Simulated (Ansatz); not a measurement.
G0W0 rungs for AlN (P6_3mc).

The database entry behind the starting cell differs from later determinations by our own check (inner coordinate u about 0.002 short), so it need not match the best structure at ambient conditions.

Symmetry: P6_3mc, No. 186, hexagonal system. Conventional cell: a = 3.113 Å, b = 3.113 Å, c = 4.981 Å, α = 90.00°, β = 90.00°, γ = 120.00°. Al has 4 N at 1.89 Å nearest. Nearest to N lie 4 Al at 1.89 Å. Farther neighbours and most contacts between anions are not listed.

```xyz
4
Lattice="3.1130 0.0000 0.0000 -1.5565 2.6959 0.0000 0.0000 0.0000 4.9810" Properties=species:S:1:pos:R:3 pbc="T T T"
Al    0.0000    1.7973    0.0000
Al    1.5565    0.8986    2.4905
N     0.0000    1.7973    1.8928
N     1.5565    0.8986    4.3833
```

The cell and positions come from the Crystallography Open Database and are kept as given unless a step says otherwise. PAW set soft_2, made with PBE.

Runs so far (Ansatz 0.2.0, start PBE, default PAW files, 6×6×4 mesh). Times are wall times on 1 × NVIDIA H100 80GB HBM3 (shared by 6 runs) with 2 threads of AMD EPYC 7R13 (Zen 3), shared host, good to a factor of about two.

```
bands summed  cutoff (eV)  gap on the mesh (eV)  time
          52           60                 5.484  12 s
         132          120                 5.808  13 s
```

Question: What should the next rung give, with 276 bands and screening to 200 eV, and where is the limit?

The error falls about as one over the bands when the cutoff rises with them. A line through the two highest rungs given predicts 5.918 eV; the run gave 5.914 eV, close to it. The two highest rungs put the limit near 6.012 eV, the pair below near 6.019 eV; their difference is a rough measure of what is unsettled in bands and cutoff; the mesh is a separate error.

Gaps are over the mesh's points; an edge off the mesh would be missed. Limits: not at the basis limit.

[Paths, hosts, dates, memory and timing lines, banners, echoed tables and standing remarks are left out of the program output.]

[Logs are printed without paths, hosts, clocks, repeated set-up lines and the standing remarks that a program may print on its own settings, such as how far it seeks lower states.]

[Runs of the session that timed out or met a known fault of the program may be left out.]

[Cells called generated may have been cut or substituted from an entry of the Crystallography Open Database or the Materials Project.]

[Hosts, paths, dates, database ids (printed as entryN), source tags and the programs' standing remarks are cut or masked in the printed files.]
